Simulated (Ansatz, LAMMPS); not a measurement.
# Squeezing and shearing glassy 67SiO2-13Li2O-10Na2O-10SrO (mol %) (113 atoms), part 2 of 3

How stiff is glassy 67SiO2-13Li2O-10Na2O-10SrO (mol %) (113 atoms), and how do its levels respond to strain?

Ansatz 0.2.0; Kohn-Sham DFT, PBE, PAW (set soft_2), plane waves.

The cell: 26 Si, 10 Li, 8 Na, 4 Sr and 65 O. The quench rate of 25 K/ps is orders of magnitude faster than experiment. The starting topology of bonds comes from the classical model. Only the Γ point is sampled.

So far. Step 2 (Single point at the start): The r.m.s. force at the start is 1.4 eV/Å.

### Step 3. Cell and atoms relaxed

Cell and atoms are freed together, to release stress as well as forces.

The input, input.yaml:

```yaml
crystal:
  lattice:
    - [11.47424, 0.0, 0.0]
    - [0.0, 11.47424, 0.0]
    - [0.0, 0.0, 11.47424]
  atoms:
    [... the 113 atom lines of step 2 ...]
kpoints:
  mp_grid: { grid: [1, 1, 1] }
hamiltonian:
  xc: pbe
scf:
  occupations: { method: fermi_dirac, width: 0.05 }
output:
  forces: true
relax:
  f_tol: 0.05
  max_steps: 150
  cell: {}
```

The run is started by

```console
ansatz run input.yaml --threads 4 --pin off --max-ram 8192MiB --backend cpu --events-out ev --progress --plain --runs-dir out
```

Numbers of over 12 decimals in the logs are rounded to 6 here.

What it wrote:

```text
[...]
Crystal: 113 atoms, lattice volume = 1510.678 Å³
Basis set: ecut = 420 eV, 29423 PW (Γ), exchange–correlation on 160×160×160 points (8 copies of the dense FFT grid, shifted against one another)
Bands: 431, of which v1, the nominal top of the filled ones, is band 318 counted from 1 (317 counted from 0)
Symmetry: 1 space group operations
[...]
k-points: 1
[...]
SCF iter   1: F=—  HF=-81649.212708 eV  |F-HF|=—  |Δ(HF+E_count)|=         —  Δρ=1.93e-3  dr2=7.81e-2  ethr=1.77e-3  ⟨swp⟩=7.0  Hψ=2164  notcnv=0  defer=67
[...]
SCF iter   8: F=—  HF=-81649.219085 eV  |F-HF|=—  |Δ(HF+E_count)|=   1.86e-6  Δρ=6.37e-6  dr2=5.79e-7  ethr=4.02e-10  ⟨swp⟩=2.0  Hψ=618  notcnv=0  defer=109
SCF iter   9: F=-81649.219086 eV  HF=-81649.219086 eV  |F-HF|=3.45e-8  |Δ(HF+E_count)|=   2.92e-7  Δρ=2.37e-6  dr2=8.76e-8  ethr=1.57e-11  ⟨swp⟩=3.0  Hψ=1326  notcnv=0
SCF 1 converged in 9 iterations: F = -81649.219086 eV  dr2 = 8.76e-8
[...]
relax step   1: F+E_penalty+E_count = -81649.21908581 eV  Δ(F+E_penalty+E_count) = +0.000e0 eV  max|allowed force component| = 5.031e0 eV/Å  Δτ_max = 0.0000 Å  P = +5.494 GPa  Ω = 1510.678 Å³  (9 SCF iters, dr2 threshold 1.00e-7 eV, accepted)
[... from here on, the SCF cycles and remarks between the steps are left out ...]
relax step   2: F+E_penalty+E_count = -81655.56333758 eV  Δ(F+E_penalty+E_count) = -6.344e0 eV  max|allowed force component| = 2.487e0 eV/Å  Δτ_max = 0.1930 Å  P = +3.388 GPa  Ω = 1496.703 Å³  energy of the carried Pulay correction = +4.518e-2 eV  (8 SCF iters, dr2 threshold 1.13e-5 eV, accepted)
relax step   3: F+E_penalty+E_count = -81658.82557699 eV  Δ(F+E_penalty+E_count) = -3.262e0 eV  max|allowed force component| = 9.688e-1 eV/Å  Δτ_max = 0.1916 Å  P = +0.173 GPa  Ω = 1505.731 Å³  energy of the carried Pulay correction = +1.594e-2 eV  (8 SCF iters, dr2 threshold 1.13e-5 eV, accepted)
relax step   4: F+E_penalty+E_count = -81659.70518444 eV  Δ(F+E_penalty+E_count) = -8.796e-1 eV  max|allowed force component| = 7.245e-1 eV/Å  Δτ_max = 0.1947 Å  P = -0.329 GPa  Ω = 1507.126 Å³  energy of the carried Pulay correction = +1.144e-2 eV  (7 SCF iters, dr2 threshold 1.13e-5 eV, accepted)
relax step   5: F+E_penalty+E_count = -81660.09705775 eV  Δ(F+E_penalty+E_count) = -3.919e-1 eV  max|allowed force component| = 4.645e-1 eV/Å  Δτ_max = 0.1949 Å  P = -0.346 GPa  Ω = 1509.632 Å³  energy of the carried Pulay correction = +3.367e-3 eV  (7 SCF iters, dr2 threshold 1.13e-5 eV, accepted)
relax step   6: F+E_penalty+E_count = -81660.35694127 eV  Δ(F+E_penalty+E_count) = -2.599e-1 eV  max|allowed force component| = 2.412e-1 eV/Å  Δτ_max = 0.2000 Å  P = -0.027 GPa  Ω = 1505.107 Å³  energy of the carried Pulay correction = +1.796e-2 eV  (7 SCF iters, dr2 threshold 1.13e-5 eV, accepted)
relax step   7: F+E_penalty+E_count = -81660.49883374 eV  Δ(F+E_penalty+E_count) = -1.419e-1 eV  max|allowed force component| = 1.910e-1 eV/Å  Δτ_max = 0.2000 Å  P = -0.002 GPa  Ω = 1508.590 Å³  energy of the carried Pulay correction = +6.722e-3 eV  (7 SCF iters, dr2 threshold 3.64e-6 eV, accepted)
relax step   8: F+E_penalty+E_count = -81660.59969680 eV  Δ(F+E_penalty+E_count) = -1.009e-1 eV  max|allowed force component| = 2.356e-1 eV/Å  Δτ_max = 0.1941 Å  P = +0.084 GPa  Ω = 1507.874 Å³  energy of the carried Pulay correction = +9.029e-3 eV  (8 SCF iters, dr2 threshold 2.28e-6 eV, accepted)
relax step   9: F+E_penalty+E_count = -81660.67637305 eV  Δ(F+E_penalty+E_count) = -7.668e-2 eV  max|allowed force component| = 2.097e-1 eV/Å  Δτ_max = 0.1942 Å  P = +0.021 GPa  Ω = 1510.233 Å³  energy of the carried Pulay correction = +1.432e-3 eV  (7 SCF iters, dr2 threshold 3.47e-6 eV, accepted)
relax step  10: F+E_penalty+E_count = -81660.75123543 eV  Δ(F+E_penalty+E_count) = -7.486e-2 eV  max|allowed force component| = 1.714e-1 eV/Å  Δτ_max = 0.1950 Å  P = -0.019 GPa  Ω = 1511.944 Å³  energy of the carried Pulay correction = -4.073e-3 eV  (7 SCF iters, dr2 threshold 2.75e-6 eV, accepted)
relax step  11: F+E_penalty+E_count = -81660.78286227 eV  Δ(F+E_penalty+E_count) = -3.163e-2 eV  max|allowed force component| = 1.617e-1 eV/Å  Δτ_max = 0.1075 Å  P = -0.032 GPa  Ω = 1513.044 Å³  energy of the carried Pulay correction = -7.609e-3 eV  (7 SCF iters, dr2 threshold 1.84e-6 eV, accepted)
relax step  12: F+E_penalty+E_count = -81660.81739066 eV  Δ(F+E_penalty+E_count) = -3.453e-2 eV  max|allowed force component| = 2.076e-1 eV/Å  Δτ_max = 0.2000 Å  P = -0.014 GPa  Ω = 1513.377 Å³  energy of the carried Pulay correction = -8.679e-3 eV  (8 SCF iters, dr2 threshold 1.63e-6 eV, accepted)
relax step  13: F+E_penalty+E_count = -81660.85112267 eV  Δ(F+E_penalty+E_count) = -3.373e-2 eV  max|allowed force component| = 1.731e-1 eV/Å  Δτ_max = 0.0752 Å  P = +0.008 GPa  Ω = 1513.284 Å³  energy of the carried Pulay correction = -8.381e-3 eV  (7 SCF iters, dr2 threshold 2.69e-6 eV, accepted)
[...]
relax step  45: F+E_penalty+E_count = -81661.43908513 eV  Δ(F+E_penalty+E_count) = +1.561e-3 eV  max|allowed force component| = 4.682e-2 eV/Å  Δτ_max = 0.0962 Å  P = -0.004 GPa  Ω = 1525.374 Å³  energy of the carried Pulay correction = -1.405e-2 eV  (10 SCF iters, accepted)
relax step  46: F+E_penalty+E_count = -81661.44384303 eV  Δ(F+E_penalty+E_count) = -4.758e-3 eV  max|allowed force component| = 8.257e-2 eV/Å  Δτ_max = 0.1446 Å  P = -0.014 GPa  Ω = 1526.962 Å³  energy of the carried Pulay correction = -1.909e-2 eV  (10 SCF iters, accepted)
relax step  47: F+E_penalty+E_count = -81661.45922519 eV  Δ(F+E_penalty+E_count) = -1.538e-2 eV  max|allowed force component| = 1.614e-1 eV/Å  Δτ_max = 0.1902 Å  P = -0.044 GPa  Ω = 1529.004 Å³  energy of the carried Pulay correction = -2.564e-2 eV  (7 SCF iters, dr2 threshold 4.26e-7 eV, accepted)
relax step  48: F+E_penalty+E_count = -81661.47683092 eV  Δ(F+E_penalty+E_count) = -1.761e-2 eV  max|allowed force component| = 2.486e-1 eV/Å  Δτ_max = 0.1947 Å  P = -0.070 GPa  Ω = 1530.867 Å³  energy of the carried Pulay correction = -3.164e-2 eV  (7 SCF iters, dr2 threshold 1.63e-6 eV, accepted)
relax step  49: F+E_penalty+E_count = -81661.50101957 eV  Δ(F+E_penalty+E_count) = -2.419e-2 eV  max|allowed force component| = 2.214e-1 eV/Å  Δτ_max = 0.1942 Å  P = +0.054 GPa  Ω = 1531.920 Å³  energy of the carried Pulay correction = -3.494e-2 eV  (7 SCF iters, dr2 threshold 3.86e-6 eV, accepted)
relax step  50: F+E_penalty+E_count = -81661.52107478 eV  Δ(F+E_penalty+E_count) = -2.006e-2 eV  max|allowed force component| = 2.350e-1 eV/Å  Δτ_max = 0.0526 Å  P = +0.120 GPa  Ω = 1531.099 Å³  energy of the carried Pulay correction = -3.218e-2 eV  (7 SCF iters, dr2 threshold 3.06e-6 eV, accepted)
relax step  51: F+E_penalty+E_count = -81661.52628531 eV  Δ(F+E_penalty+E_count) = -5.211e-3 eV  max|allowed force component| = 2.141e-1 eV/Å  Δτ_max = 0.2000 Å  P = -0.057 GPa  Ω = 1533.903 Å³  energy of the carried Pulay correction = -4.183e-2 eV  (7 SCF iters, dr2 threshold 3.45e-6 eV, accepted)
relax step  52: F+E_penalty+E_count = -81661.55161029 eV  Δ(F+E_penalty+E_count) = -2.532e-2 eV  max|allowed force component| = 1.622e-1 eV/Å  Δτ_max = 0.0620 Å  P = -0.015 GPa  Ω = 1533.894 Å³  energy of the carried Pulay correction = -4.144e-2 eV  (7 SCF iters, dr2 threshold 2.87e-6 eV, accepted)
relax step  53: F+E_penalty+E_count = -81661.49565471 eV  Δ(F+E_penalty+E_count) = +5.596e-2 eV  max|allowed force component| = 5.819e-1 eV/Å  Δτ_max = 0.2000 Å  P = +0.125 GPa  Ω = 1525.777 Å³  energy of the carried Pulay correction = -1.466e-2 eV  (8 SCF iters, dr2 threshold 1.65e-6 eV, rejected (line search))
relax step  54: F+E_penalty+E_count = -81661.57051292 eV  Δ(F+E_penalty+E_count) = -1.890e-2 eV  max|allowed force component| = 5.695e-2 eV/Å  Δτ_max = 0.0532 Å  P = +0.007 GPa  Ω = 1532.586 Å³  energy of the carried Pulay correction = -3.694e-2 eV  (12 SCF iters, accepted)
relax step  55: F+E_penalty+E_count = -81661.56082110 eV  Δ(F+E_penalty+E_count) = +9.692e-3 eV  max|allowed force component| = 1.018e-1 eV/Å  Δτ_max = 0.1000 Å  P = -0.003 GPa  Ω = 1533.772 Å³  energy of the carried Pulay correction = -4.055e-2 eV  (8 SCF iters, dr2 threshold 2.03e-7 eV, rejected (line search))
relax step  56: F+E_penalty+E_count = -81661.57445666 eV  Δ(F+E_penalty+E_count) = -3.944e-3 eV  max|allowed force component| = 2.534e-2 eV/Å  Δτ_max = 0.0482 Å  P = +0.007 GPa  Ω = 1533.204 Å³  energy of the carried Pulay correction = -3.883e-2 eV  (11 SCF iters, accepted)
relax step  57: F+E_penalty+E_count = -81661.62115580 eV  Δ(F+E_penalty+E_count) = -4.670e-2 eV  max|allowed force component| = 2.541e-2 eV/Å  Δτ_max = 0.0000 Å  P = +0.023 GPa  Ω = 1533.204 Å³  stress off target by 7.05e-2 GPa  SCF on the basis re-selected at this cell (its energy is not comparable with the rows above)  (7 SCF iters)
relax step  58: F+E_penalty+E_count = -81661.61802360 eV  Δ(F+E_penalty+E_count) = +3.132e-3 eV  max|allowed force component| = 3.198e-2 eV/Å  Δτ_max = 0.0255 Å  P = -0.017 GPa  Ω = 1534.583 Å³  energy of the carried Pulay correction = -3.979e-3 eV  (8 SCF iters, dr2 threshold 1.24e-8 eV, accepted)
relax step  59: F+E_penalty+E_count = -81661.62339082 eV  Δ(F+E_penalty+E_count) = -5.367e-3 eV  max|allowed force component| = 3.194e-2 eV/Å  Δτ_max = 0.0000 Å  P = -0.015 GPa  Ω = 1534.583 Å³  stress off target by 2.67e-2 GPa  SCF on the basis re-selected at this cell (its energy is not comparable with the rows above)  (5 SCF iters)
[...]
SCF converged after 5 iterations
Free energy (F): -81661.623391 eV
[...]
Internal energy: -81661.623391 eV  (E = F + TS)
E sigma→0 (E₀):  -81661.623391 eV
Fermi energy:    5.262091 eV
[...]
Σ components = -81661.623391   (vs F -81661.623391, Δ=0.00e0)
--- Forces (eV/Å), atoms counted from 1 ---
  atom   1  Si    -0.01008545    -0.01339839     0.01299159
  atom   2  Si    -0.00398590    -0.00814763    -0.00457088
  atom   3  Si    -0.00293587     0.00515396     0.02518335
  atom   4  Si     0.01273717     0.01349229    -0.00754314
[...]
atom 113  O      0.00499710    -0.00733439    -0.00643272
  max |Σ_I F_I| component: 3.03e-5 eV/Å
--- Stress (GPa, compression-positive) ---
       -0.026321       0.001794       0.001603
        0.001797      -0.003887       0.001982
        0.001606       0.001982      -0.015928
  P = ⅓ Tr σ = -0.0154 GPa (-0.154 kbar)
--- Relaxed structure (56 steps of the walk, 49 accepted, 3 SCFs on fresh bases) ---
  F+E_penalty+E_count = -81661.62339082 eV   max|allowed force component| = 3.194e-2 eV/Å   (the final SCF, on the basis selected at the relaxed cell)
  cell:  # Å, volume = 1534.5830 Å³
    - [11.660968, 0.058853, -0.099164]
    - [0.058853, 11.325216, 0.056800]
    - [-0.099164, 0.056800, 11.621523]
  atoms:
    - { symbol: Si, position: [0.211151, 0.472025, 0.114103] }
    - { symbol: Si, position: [0.755902, 0.763871, 0.484290] }
    - { symbol: Si, position: [0.061494, 0.259391, 0.812385] }
    - { symbol: Si, position: [0.148908, 0.852981, 0.337141] }
[...]
- { symbol: O, position: [0.411977, 0.809289, 0.901909] }
```

Run time: 13 min. Hardware: 4 threads of Intel Xeon Platinum 8275CL at 3.00GHz (Skylake/Cascade Lake), shared host; peak memory 2.2 GiB; 48 min of CPU time.

The relaxation converged after 56 steps, with a largest force component of 0.032 eV/Å.

### Step 4. Single point at the relaxed geometry

The electronic structure is read at the final geometry, in a run of its own.

The input, input.yaml:

```yaml
crystal:
  lattice:
    - [11.66097, 0.05885, -0.09916]
    - [0.05885, 11.32522, 0.0568]
    - [-0.09916, 0.0568, 11.62152]
  atoms:
    - { symbol: Si, position: [0.21115, 0.47203, 0.1141] }
    - { symbol: Si, position: [0.7559, 0.76387, 0.48429] }
    - { symbol: Si, position: [0.06149, 0.25939, 0.81239] }
    - { symbol: Si, position: [0.14891, 0.85298, 0.33714] }
    - { symbol: Si, position: [0.29744, 0.35098, 0.70753] }
    - { symbol: Si, position: [0.82594, 0.52996, 0.18196] }
    [... 101 atom lines left out ...]
    - { symbol: O, position: [0.29516, 0.58361, 0.12179] }
    - { symbol: O, position: [0.70136, 0.63381, 0.46461] }
    - { symbol: O, position: [0.72066, 0.87963, 0.82358] }
    - { symbol: O, position: [0.59336, 0.03848, 0.94029] }
    - { symbol: O, position: [0.98028, 0.81383, 0.02276] }
    - { symbol: O, position: [0.41198, 0.80929, 0.90191] }
kpoints:
  mp_grid: { grid: [1, 1, 1] }
hamiltonian:
  xc: pbe
scf:
  occupations: { method: fermi_dirac, width: 0.05 }
output:
  forces: true
  stress: true
  populations: true
  dos:
    method: { smearing: { sigma: 0.08 } }
    de: 0.1
    projected: { site_lists: { Li: [Li], Na: [Na], O: [O], Si: [Si], Sr: [Sr] } }
  eigenvalues: true
  write_density: true
  write_potential: true
  volumetric_format: npy
  elf: true
```

What it wrote:

```text
[...]
Crystal: 113 atoms, lattice volume = 1534.583 Å³
Basis set: ecut = 420 eV, 29987 PW (Γ), exchange–correlation on 160×160×160 points (8 copies of the dense FFT grid, shifted against one another)
Bands: 431, of which v1, the nominal top of the filled ones, is band 318 counted from 1 (317 counted from 0)
Symmetry: 1 space group operations
[...]
k-points: 1
[...]
SCF iter   1: F=—  HF=-81661.614885 eV  |F-HF|=—  |Δ(HF+E_count)|=         —  Δρ=1.69e-3  dr2=6.09e-2  ethr=1.77e-3  ⟨swp⟩=6.0  Hψ=1985  notcnv=0  defer=102
[...]
SCF iter   9: F=-81661.623388 eV  HF=-81661.623388 eV  |F-HF|=2.47e-9  |Δ(HF+E_count)|=   1.02e-7  Δρ=1.85e-6  dr2=4.79e-8  ethr=1.57e-11  ⟨swp⟩=24.0  Hψ=3787  notcnv=0
SCF 1 converged in 9 iterations: F = -81661.623388 eV  dr2 = 4.79e-8
[...]
WARN: The input density's exchange-correlation potential varies sharply where the density is thin. Do not read a vacuum level from v_tot or v_xc, or from such a field of the output density. On a cell that repeats whose density bears no net charge and no dipole along the vacuum's axis use v_es (v_loc + v_h of the components); [...]
SCF converged after 9 iterations
Free energy (F): -81661.623388 eV
[...]
Internal energy: -81661.623388 eV  (E = F + TS)
E sigma→0 (E₀):  -81661.623388 eV
Fermi energy:    5.262066 eV
[...]
--- Forces (eV/Å), atoms counted from 1 ---
  atom   1  Si    -0.00940337    -0.01454687     0.01530505
  atom   2  Si    -0.00345668    -0.00660341    -0.00285879
  atom   3  Si    -0.00228700     0.00761137     0.02261334
  atom   4  Si     0.01012092     0.01319583    -0.00576163
  atom   5  Si     0.00700704    -0.00069366    -0.00345092
  atom   6  Si    -0.00567197     0.00070948    -0.00892854
  atom   7  Si    -0.01890173     0.00400140    -0.00202378
  atom   8  Si     0.00830953     0.00863813    -0.00223318
  atom   9  Si    -0.01953043    -0.00298633    -0.00214022
  atom  10  Si    -0.00391829    -0.00215838     0.00009850
  atom  11  Si    -0.00887883     0.00417014     0.00895281
  atom  12  Si    -0.00551605     0.00115037     0.00404061
  atom  13  Si    -0.01262036    -0.00193069    -0.00313301
  atom  14  Si     0.00062478     0.01136784    -0.00388217
[...]
atom 112  O     -0.00419246     0.00453707    -0.00352971
  atom 113  O      0.00409376    -0.00665742    -0.00609688
  max |Σ_I F_I| component: 4.82e-5 eV/Å
--- Stress (GPa, compression-positive) ---
       -0.026835       0.001474       0.002367
        0.001477      -0.003433       0.002175
        0.002370       0.002174      -0.016578
  P = ⅓ Tr σ = -0.0156 GPa (-0.156 kbar)
--- Band table (eV) ---
[...]
--- Löwdin populations: 113 sites ---
  site symbol       q [e]
     0     Si      2.3355
     1     Si      2.2661
     2     Si      2.3879
[...]
112      O      6.9910
  spilling = 0.011710 (of n_electrons = 636.000000)
```

It took 21 s on 4 threads; peak memory 2.2 GiB; 78 s of CPU time.

The program notes that the exchange-correlation potential is rough where the density is thin.

Read from the output:

- free energy: -81661.6234 eV
- free energy per atom: -722.6692 eV/atom
- SCF cycles: 9
- pressure: -0.01562 GPa
- r.m.s. force component: 0.00702 eV/Å
- longest force: 0.03654 eV/Å
- Fermi energy: 5.262 eV
- gap (highest filled to lowest empty level): 3.801 eV
- spilling of the projection: 0.01171

### Step 5. Volume -3 %

The relaxed cell is scaled evenly and the atoms are relaxed again; the stress at the end gives one point of P(V).

input.yaml, the sections that differ from step 4:

```yaml
crystal:
  lattice:
    - [11.54317, 0.05826, -0.09816]
    - [0.05826, 11.21082, 0.05623]
    - [-0.09816, 0.05623, 11.50412]
  atoms:
    [... the 113 atom lines of step 4 ...]
output:
  forces: true
  eigenvalues: true
  stress: true
relax:
  f_tol: 0.05
  max_steps: 70
# kpoints, hamiltonian, scf: as in step 4
```

What it wrote:

```text
Warning: output.stress: scf.convergence.dr2_threshold = 1e-7 eV (the SCF's general default) is looser than the 1.08e-8 eV advised for a printed stress (1e-10 eV for each atom of the cell: 113, of which 108 are counted). What an SCF threshold leaves in a stress goes as its square root, and in the free energy as the threshold itself, and one threshold admits the most on a small cell: [...]
[...]
Crystal: 113 atoms, lattice volume = 1488.546 Å³
Basis set: ecut = 420 eV, 29085 PW (Γ), exchange–correlation on 160×150×160 points (8 copies of the dense FFT grid, shifted against one another)
Bands: 431, of which v1, the nominal top of the filled ones, is band 318 counted from 1 (317 counted from 0)
Symmetry: 1 space group operations
[...]
k-points: 1
[...]
SCF iter   1: F=—  HF=-81661.014399 eV  |F-HF|=—  |Δ(HF+E_count)|=         —  Δρ=1.75e-3  dr2=6.27e-2  ethr=1.77e-3  ⟨swp⟩=6.0  Hψ=1986  notcnv=0  defer=102
[...]
SCF iter   5: F=—  HF=-81661.021204 eV  |F-HF|=—  |Δ(HF+E_count)|=   1.03e-4  Δρ=7.56e-5  dr2=7.41e-5  ethr=4.94e-8  ⟨swp⟩=2.0  Hψ=727  notcnv=0  defer=106
SCF iter   6: F=-81661.021220 eV  HF=-81661.021218 eV  |F-HF|=2.00e-6  |Δ(HF+E_count)|=   1.38e-5  Δρ=2.44e-5  dr2=8.47e-6  ethr=9.83e-9  ⟨swp⟩=19.0  Hψ=2452  notcnv=0
SCF 1 converged in 6 iterations: F = -81661.021220 eV  dr2 = 8.47e-6
[...]
relax step   1: F+E_penalty+E_count = -81661.02121988 eV  Δ(F+E_penalty+E_count) = +0.000e0 eV  max|allowed force component| = 6.087e-1 eV/Å  Δτ_max = 0.0000 Å  (6 SCF iters, dr2 threshold 6.25e-5 eV, accepted)
[...]
relax step   2: F+E_penalty+E_count = -81661.25730136 eV  Δ(F+E_penalty+E_count) = -2.361e-1 eV  max|allowed force component| = 3.266e-1 eV/Å  Δτ_max = 0.0372 Å  (6 SCF iters, dr2 threshold 2.32e-5 eV, accepted)
[...]
relax step   3: F+E_penalty+E_count = -81661.38481913 eV  Δ(F+E_penalty+E_count) = -1.275e-1 eV  max|allowed force component| = 1.431e-1 eV/Å  Δτ_max = 0.0545 Å  (7 SCF iters, dr2 threshold 6.67e-6 eV, accepted)
relax step   4: F+E_penalty+E_count = -81661.40052262 eV  Δ(F+E_penalty+E_count) = -1.570e-2 eV  max|allowed force component| = 9.859e-2 eV/Å  Δτ_max = 0.0315 Å  (6 SCF iters, dr2 threshold 3.93e-6 eV, accepted)
relax step   5: F+E_penalty+E_count = -81661.32654962 eV  Δ(F+E_penalty+E_count) = +7.397e-2 eV  max|allowed force component| = 2.628e-1 eV/Å  Δτ_max = 0.2000 Å  (10 SCF iters, rejected (line search))
[...]
relax step   6: F+E_penalty+E_count = -81661.41811078 eV  Δ(F+E_penalty+E_count) = -1.759e-2 eV  max|allowed force component| = 3.958e-2 eV/Å  Δτ_max = 0.0591 Å  (9 SCF iters, accepted)
SCF converged after 9 iterations
Free energy (F): -81661.418111 eV
[...]
Internal energy: -81661.418111 eV  (E = F + TS)
E sigma→0 (E₀):  -81661.418111 eV
Fermi energy:    5.564815 eV
[...]
Σ components = -81661.418111   (vs F -81661.418111, Δ=0.00e0)
--- Forces (eV/Å), atoms counted from 1 ---
  atom   1  Si     0.00266883     0.00323452    -0.02452013
  atom   2  Si     0.00433260    -0.00476767     0.01266325
  atom   3  Si    -0.00464548    -0.00042987     0.01208572
  atom   4  Si    -0.01809431     0.01552537    -0.01505067
[...]
atom 113  O      0.00311322    -0.01164343     0.00959083
  max |Σ_I F_I| component: 9.19e-5 eV/Å
--- Stress (GPa, compression-positive) ---
        1.476418      -0.045759      -0.020517
       -0.045756       1.461753      -0.052873
       -0.020515      -0.052873       1.528404
  P = ⅓ Tr σ = 1.4889 GPa (14.889 kbar)
--- Band table (eV) ---
[...]
--- Relaxed structure (6 steps of the walk, 5 accepted, 0 SCFs on fresh bases) ---
  F+E_penalty+E_count = -81661.41811078 eV   max|allowed force component| = 3.958e-2 eV/Å
  atoms:
    - { symbol: Si, position: [0.208918, 0.473151, 0.113267] }
    - { symbol: Si, position: [0.754772, 0.764872, 0.482075] }
    - { symbol: Si, position: [0.060269, 0.256525, 0.812665] }
    - { symbol: Si, position: [0.151075, 0.850383, 0.336386] }
[...]
- { symbol: O, position: [0.410434, 0.813499, 0.900287] }
```

The job ended after 85 s (4 threads; peak memory 2.1 GiB).

The program notes that the SCF threshold is loose for the stress.

The relaxation converged after 6 steps, 0.397 eV below its start, with a largest force component of 0.040 eV/Å.

Volume -3 %: the energy stands 0.205 eV above that of the reference, at a pressure of 1.49 GPa.

(Part 2 of 3 ends here.)

[Logs are printed without paths, hosts, clocks, repeated set-up lines and the standing remarks that a program may print on its own settings, such as how far it seeks lower states.]

[Hosts, paths, dates, database ids (printed as entryN), source tags and the programs' standing remarks are cut or masked in the printed files.]
